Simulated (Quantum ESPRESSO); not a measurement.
# MnS (Browneite): the choice of smearing, part 2 of 3

Aim: see how far moments and order energies of MnS (Browneite) move with the smearing, and what each rung costs.

Quantum ESPRESSO 7.5; PBEsol; plane waves with GBRV 1.5 PBEsol potentials, no spin-orbit coupling (settings of the first rung).

So far, absolute magnetization (μB): step 2 (rung 1, start ferro +) 4.54; step 4 (smearing width 0.1 eV) 4.84; step 6 (smearing width 0.025 eV) 4.88.

### 7. Rung 3, start antiferro q=(0,1/2,1/2) +-

Input file pw.in:

```
&CONTROL
  calculation = 'scf'
  prefix = 'pwscf'
  outdir = './tmp'
  pseudo_dir = './pseudo'
  disk_io = 'nowf'
  tprnfor = .true.
  tstress = .true.
/
&SYSTEM
  ibrav = 0
  celldm(1) = 8
  nat = 4
  ntyp = 3
  ecutwfc = 40
  ecutrho = 280
  nbnd = 30
  occupations = 'smearing'
  smearing = 'fd'
  degauss = 0.00183747
  nspin = 2
  starting_magnetization(1) = 0.3
  starting_magnetization(2) = -0.3
  starting_magnetization(3) = 0
/
&ELECTRONS
  conv_thr = 8d-09
  electron_maxstep = 150
  mixing_beta = 0.3
/
ATOMIC_SPECIES
Mn1    54.9380 mn_pbesol_v1.5.uspp.F.UPF
Mn2    54.9380 mn_pbesol_v1.5.uspp.F.UPF
S      32.0600 s_pbesol_v1.4.uspp.F.UPF
CELL_PARAMETERS alat
   0.0000000000000    0.6614041436190    0.6614041436190
   1.3228082872380    0.0000000000000    1.3228082872380
   1.3228082872380    0.6614041436190    0.6614041436190
ATOMIC_POSITIONS crystal
Mn1     0.0000000000    0.0000000000    0.0000000000
Mn2     0.0000000000    0.5000000000    0.0000000000
S       0.2500000000    0.0000000000    0.2500000000
S       0.2500000000    0.5000000000    0.2500000000
K_POINTS automatic
6 3 6 0 0 0
```

Run with:

```bash
> OMP_NUM_THREADS=1 mpirun -n 2 pw.x -nk 2 -in pw.in > pw.out
```

The program printed:

```text
     [... lines left out ...]
Program PWSCF v.7.5 starts
     [... lines left out ...]
     number of atoms/cell      =            4
     [... lines left out ...]
     number of electrons       =        42.00
     number of Kohn-Sham states=           30
     kinetic-energy cutoff     =      40.0000  Ry
     charge density cutoff     =     280.0000  Ry
     scf convergence threshold =      8.0E-09
     [... lines left out ...]
      8 Sym. Ops. (no inversion) found
     [... lines left out ...]
     number of k points=    20  Fermi-Dirac smearing, width (Ry)=  0.0018
     [... lines left out ...]
     iteration # 13     ecut=    40.00 Ry     beta= 0.30
     [... lines left out ...]
     Magnetic moment per site  (integrated on atomic sphere of radius R)
     atom   1 (R=0.236)  charge= 12.9505  magn=  3.9668
     atom   2 (R=0.236)  charge= 12.9505  magn= -3.9668
     atom   3 (R=0.236)  charge=  4.1769  magn=  0.0000
     atom   4 (R=0.236)  charge=  4.1769  magn=  0.0000
     [... lines left out ...]
     the Fermi energy is     7.1005 ev
!    total energy              =    -470.32813196 Ry
     estimated scf accuracy    <          5.4E-10 Ry
     smearing contrib. (-TS)   =      -0.00000000 Ry
     [... lines left out ...]
     total magnetization       =     0.00 Bohr mag/cell
     absolute magnetization    =     8.97 Bohr mag/cell
     convergence has been achieved in  13 iterations
     [... lines left out ...]
     Total force =     0.000000     Total SCF correction =     0.000000
     [... lines left out ...]
          total   stress  (Ry/bohr**3)                   (kbar)     P=      -60.99
     [... lines left out ...]
```

It took 35 s on 2 MPI ranks of AMD EPYC 9R45, shared host; peak memory 0.39 GiB; 70 s of CPU time.

Read from the output:

| Item | Value |
| --- | --- |
| magnetization | 0 μB |
| final state | antiferromagnetic |
| largest moment | 3.967 μB |

### 8. Rung 4, start ferro +

Input file pw.in:

```
&CONTROL
  calculation = 'scf'
  prefix = 'pwscf'
  outdir = './tmp'
  pseudo_dir = './pseudo'
  disk_io = 'nowf'
  tprnfor = .true.
  tstress = .true.
/
&SYSTEM
  ibrav = 0
  celldm(1) = 8
  nat = 2
  ntyp = 2
  ecutwfc = 40
  ecutrho = 280
  nbnd = 19
  occupations = 'smearing'
  smearing = 'gaussian'
  degauss = 0.00999582
  nspin = 2
  starting_magnetization(1) = 0.3
  starting_magnetization(2) = 0
/
&ELECTRONS
  conv_thr = 4d-09
  electron_maxstep = 150
  mixing_beta = 0.3
/
ATOMIC_SPECIES
Mn     54.9380 mn_pbesol_v1.5.uspp.F.UPF
S      32.0600 s_pbesol_v1.4.uspp.F.UPF
CELL_PARAMETERS alat
   0.0000000000000    0.6614041436190    0.6614041436190
   0.6614041436190    0.0000000000000    0.6614041436190
   0.6614041436190    0.6614041436190    0.0000000000000
ATOMIC_POSITIONS crystal
Mn      0.0000000000    0.0000000000    0.0000000000
S       0.2500000000    0.2500000000    0.2500000000
K_POINTS automatic
6 6 6 0 0 0
```

The program printed:

```text
     [... lines left out ...]
Program PWSCF v.7.5 starts
     [... lines left out ...]
     number of atoms/cell      =            2
     [... lines left out ...]
     number of electrons       =        21.00
     number of Kohn-Sham states=           19
     kinetic-energy cutoff     =      40.0000  Ry
     charge density cutoff     =     280.0000  Ry
     scf convergence threshold =      4.0E-09
     [... lines left out ...]
     24 Sym. Ops. (no inversion) found
     [... lines left out ...]
     number of k points=    16  Gaussian smearing, width (Ry)=  0.0100
     [... lines left out ...]
     iteration # 11     ecut=    40.00 Ry     beta= 0.30
     [... lines left out ...]
     Magnetic moment per site  (integrated on atomic sphere of radius R)
     atom   1 (R=0.236)  charge= 12.9395  magn=  4.1291
     atom   2 (R=0.236)  charge=  4.1914  magn=  0.1110
     [... lines left out ...]
     the Fermi energy is     7.3146 ev
!    total energy              =    -235.14301846 Ry
     estimated scf accuracy    <          1.3E-09 Ry
     smearing contrib. (-TS)   =      -0.00073887 Ry
     [... lines left out ...]
     total magnetization       =     4.87 Bohr mag/cell
     absolute magnetization    =     4.87 Bohr mag/cell
     convergence has been achieved in  11 iterations
     [... lines left out ...]
     Total force =     0.000000     Total SCF correction =     0.000000
     [... lines left out ...]
          total   stress  (Ry/bohr**3)                   (kbar)     P=      -23.46
     [... lines left out ...]
```

Wall time 5.9 s (2 MPI ranks); peak memory 0.22 GiB; 11 s of CPU time.

Read from the output:

| Quantity | Value |
| --- | --- |
| magnetization | 4.873 μB |
| final state | ferromagnetic |
| largest moment | 4.129 μB |

### 9. Rung 4, start antiferro q=(0,1/2,1/2) +-

Input file pw.in:

```
&CONTROL
  calculation = 'scf'
  prefix = 'pwscf'
  outdir = './tmp'
  pseudo_dir = './pseudo'
  disk_io = 'nowf'
  tprnfor = .true.
  tstress = .true.
/
&SYSTEM
  ibrav = 0
  celldm(1) = 8
  nat = 4
  ntyp = 3
  ecutwfc = 40
  ecutrho = 280
  nbnd = 30
  occupations = 'smearing'
  smearing = 'gaussian'
  degauss = 0.00999582
  nspin = 2
  starting_magnetization(1) = 0.3
  starting_magnetization(2) = -0.3
  starting_magnetization(3) = 0
/
&ELECTRONS
  conv_thr = 8d-09
  electron_maxstep = 150
  mixing_beta = 0.3
/
ATOMIC_SPECIES
Mn1    54.9380 mn_pbesol_v1.5.uspp.F.UPF
Mn2    54.9380 mn_pbesol_v1.5.uspp.F.UPF
S      32.0600 s_pbesol_v1.4.uspp.F.UPF
CELL_PARAMETERS alat
   0.0000000000000    0.6614041436190    0.6614041436190
   1.3228082872380    0.0000000000000    1.3228082872380
   1.3228082872380    0.6614041436190    0.6614041436190
ATOMIC_POSITIONS crystal
Mn1     0.0000000000    0.0000000000    0.0000000000
Mn2     0.0000000000    0.5000000000    0.0000000000
S       0.2500000000    0.0000000000    0.2500000000
S       0.2500000000    0.5000000000    0.2500000000
K_POINTS automatic
6 3 6 0 0 0
```

The program printed:

```text
     [... lines left out ...]
Program PWSCF v.7.5 starts
     [... lines left out ...]
     number of atoms/cell      =            4
     [... lines left out ...]
     number of electrons       =        42.00
     number of Kohn-Sham states=           30
     kinetic-energy cutoff     =      40.0000  Ry
     charge density cutoff     =     280.0000  Ry
     scf convergence threshold =      8.0E-09
     [... lines left out ...]
      8 Sym. Ops. (no inversion) found
     [... lines left out ...]
     number of k points=    20  Gaussian smearing, width (Ry)=  0.0100
     [... lines left out ...]
     iteration # 12     ecut=    40.00 Ry     beta= 0.30
     [... lines left out ...]
     Magnetic moment per site  (integrated on atomic sphere of radius R)
     atom   1 (R=0.236)  charge= 12.9505  magn=  3.9668
     atom   2 (R=0.236)  charge= 12.9505  magn= -3.9668
     atom   3 (R=0.236)  charge=  4.1768  magn= -0.0000
     atom   4 (R=0.236)  charge=  4.1768  magn= -0.0000
     [... lines left out ...]
     the Fermi energy is     7.1380 ev
!    total energy              =    -470.32813195 Ry
     estimated scf accuracy    <          5.2E-09 Ry
     smearing contrib. (-TS)   =      -0.00000000 Ry
     [... lines left out ...]
     total magnetization       =    -0.00 Bohr mag/cell
     absolute magnetization    =     8.97 Bohr mag/cell
     convergence has been achieved in  12 iterations
     [... lines left out ...]
     Total force =     0.000001     Total SCF correction =     0.000008
     [... lines left out ...]
          total   stress  (Ry/bohr**3)                   (kbar)     P=      -60.62
     [... lines left out ...]
```

The job ended after 33 s (2 MPI ranks; peak memory 0.36 GiB).

Read from the output:

```yaml
magnetization: 0 μB
final_state: antiferromagnetic
largest_moment: 3.967 μB
```

### 10. Rung 5, start ferro +

Input file pw.in:

```
&CONTROL
  calculation = 'scf'
  prefix = 'pwscf'
  outdir = './tmp'
  pseudo_dir = './pseudo'
  disk_io = 'nowf'
  tprnfor = .true.
  tstress = .true.
/
&SYSTEM
  ibrav = 0
  celldm(1) = 8
  nat = 2
  ntyp = 2
  ecutwfc = 40
  ecutrho = 280
  nbnd = 19
  occupations = 'smearing'
  smearing = 'mp'
  degauss = 0.01469973
  nspin = 2
  starting_magnetization(1) = 0.3
  starting_magnetization(2) = 0
/
&ELECTRONS
  conv_thr = 4d-09
  electron_maxstep = 150
  mixing_beta = 0.3
/
ATOMIC_SPECIES
Mn     54.9380 mn_pbesol_v1.5.uspp.F.UPF
S      32.0600 s_pbesol_v1.4.uspp.F.UPF
CELL_PARAMETERS alat
   0.0000000000000    0.6614041436190    0.6614041436190
   0.6614041436190    0.0000000000000    0.6614041436190
   0.6614041436190    0.6614041436190    0.0000000000000
ATOMIC_POSITIONS crystal
Mn      0.0000000000    0.0000000000    0.0000000000
S       0.2500000000    0.2500000000    0.2500000000
K_POINTS automatic
6 6 6 0 0 0
```

The program printed:

```text
     [... lines left out ...]
Program PWSCF v.7.5 starts
     [... lines left out ...]
     number of atoms/cell      =            2
     [... lines left out ...]
     number of electrons       =        21.00
     number of Kohn-Sham states=           19
     kinetic-energy cutoff     =      40.0000  Ry
     charge density cutoff     =     280.0000  Ry
     scf convergence threshold =      4.0E-09
     [... lines left out ...]
     24 Sym. Ops. (no inversion) found
     [... lines left out ...]
     number of k points=    16  Methfessel-Paxton smearing, width (Ry)=  0.0147
     [... lines left out ...]
     iteration # 11     ecut=    40.00 Ry     beta= 0.30
     [... lines left out ...]
     Magnetic moment per site  (integrated on atomic sphere of radius R)
     atom   1 (R=0.236)  charge= 12.9389  magn=  4.1365
     atom   2 (R=0.236)  charge=  4.1923  magn=  0.1135
     [... lines left out ...]
     the Fermi energy is     7.3243 ev
!    total energy              =    -235.14269871 Ry
     estimated scf accuracy    <          6.7E-10 Ry
     smearing contrib. (-TS)   =      -0.00021303 Ry
     [... lines left out ...]
     total magnetization       =     4.89 Bohr mag/cell
     absolute magnetization    =     4.89 Bohr mag/cell
     convergence has been achieved in  11 iterations
     [... lines left out ...]
     Total force =     0.000000     Total SCF correction =     0.000000
     [... lines left out ...]
          total   stress  (Ry/bohr**3)                   (kbar)     P=      -22.47
     [... lines left out ...]
```

It took 6.2 s on 2 MPI ranks; peak memory 0.22 GiB.

Read from the output:

```yaml
magnetization: 4.885 μB
final_state: ferromagnetic
largest_moment: 4.137 μB
```

### 11. Rung 5, start antiferro q=(0,1/2,1/2) +-

Input file pw.in:

```
&CONTROL
  calculation = 'scf'
  prefix = 'pwscf'
  outdir = './tmp'
  pseudo_dir = './pseudo'
  disk_io = 'nowf'
  tprnfor = .true.
  tstress = .true.
/
&SYSTEM
  ibrav = 0
  celldm(1) = 8
  nat = 4
  ntyp = 3
  ecutwfc = 40
  ecutrho = 280
  nbnd = 30
  occupations = 'smearing'
  smearing = 'mp'
  degauss = 0.01469973
  nspin = 2
  starting_magnetization(1) = 0.3
  starting_magnetization(2) = -0.3
  starting_magnetization(3) = 0
/
&ELECTRONS
  conv_thr = 8d-09
  electron_maxstep = 150
  mixing_beta = 0.3
/
ATOMIC_SPECIES
Mn1    54.9380 mn_pbesol_v1.5.uspp.F.UPF
Mn2    54.9380 mn_pbesol_v1.5.uspp.F.UPF
S      32.0600 s_pbesol_v1.4.uspp.F.UPF
CELL_PARAMETERS alat
   0.0000000000000    0.6614041436190    0.6614041436190
   1.3228082872380    0.0000000000000    1.3228082872380
   1.3228082872380    0.6614041436190    0.6614041436190
ATOMIC_POSITIONS crystal
Mn1     0.0000000000    0.0000000000    0.0000000000
Mn2     0.0000000000    0.5000000000    0.0000000000
S       0.2500000000    0.0000000000    0.2500000000
S       0.2500000000    0.5000000000    0.2500000000
K_POINTS automatic
6 3 6 0 0 0
```

The program printed:

```text
     [... lines left out ...]
Program PWSCF v.7.5 starts
     [... lines left out ...]
     number of atoms/cell      =            4
     [... lines left out ...]
     number of electrons       =        42.00
     number of Kohn-Sham states=           30
     kinetic-energy cutoff     =      40.0000  Ry
     charge density cutoff     =     280.0000  Ry
     scf convergence threshold =      8.0E-09
     [... lines left out ...]
      8 Sym. Ops. (no inversion) found
     [... lines left out ...]
     number of k points=    20  Methfessel-Paxton smearing, width (Ry)=  0.0147
     [... lines left out ...]
     iteration # 13     ecut=    40.00 Ry     beta= 0.30
     [... lines left out ...]
     Magnetic moment per site  (integrated on atomic sphere of radius R)
     atom   1 (R=0.236)  charge= 12.9505  magn=  3.9668
     atom   2 (R=0.236)  charge= 12.9505  magn= -3.9668
     atom   3 (R=0.236)  charge=  4.1768  magn= -0.0000
     atom   4 (R=0.236)  charge=  4.1768  magn= -0.0000
     [... lines left out ...]
     the Fermi energy is     7.1444 ev
!    total energy              =    -470.32813195 Ry
     estimated scf accuracy    <          1.1E-09 Ry
     smearing contrib. (-TS)   =       0.00000007 Ry
     [... lines left out ...]
     total magnetization       =     0.00 Bohr mag/cell
     absolute magnetization    =     8.97 Bohr mag/cell
     convergence has been achieved in  13 iterations
     [... lines left out ...]
     Total force =     0.000000     Total SCF correction =     0.000002
     [... lines left out ...]
          total   stress  (Ry/bohr**3)                   (kbar)     P=      -60.91
     [... lines left out ...]
```

Wall time 33 s (2 MPI ranks); peak memory 0.36 GiB.

Read from the output:

```yaml
magnetization: 0 μB
final_state: antiferromagnetic
largest_moment: 3.967 μB
```

(Continued in part 3 of 3.)

[Logs and program files are shortened in this print: banners, set-up blocks, solver, clock and traceback lines can be left out without a mark of their own.]

[Logs are printed without paths, hosts, clocks, repeated set-up lines and the standing remarks that a program may print on its own settings, such as how far it seeks lower states.]

[Hosts, paths, dates, database ids (printed as entryN), source tags and the programs' standing remarks are cut or masked in the printed files.]

[Where a cell is said to come from a database of computed structures, the database is the Materials Project.]
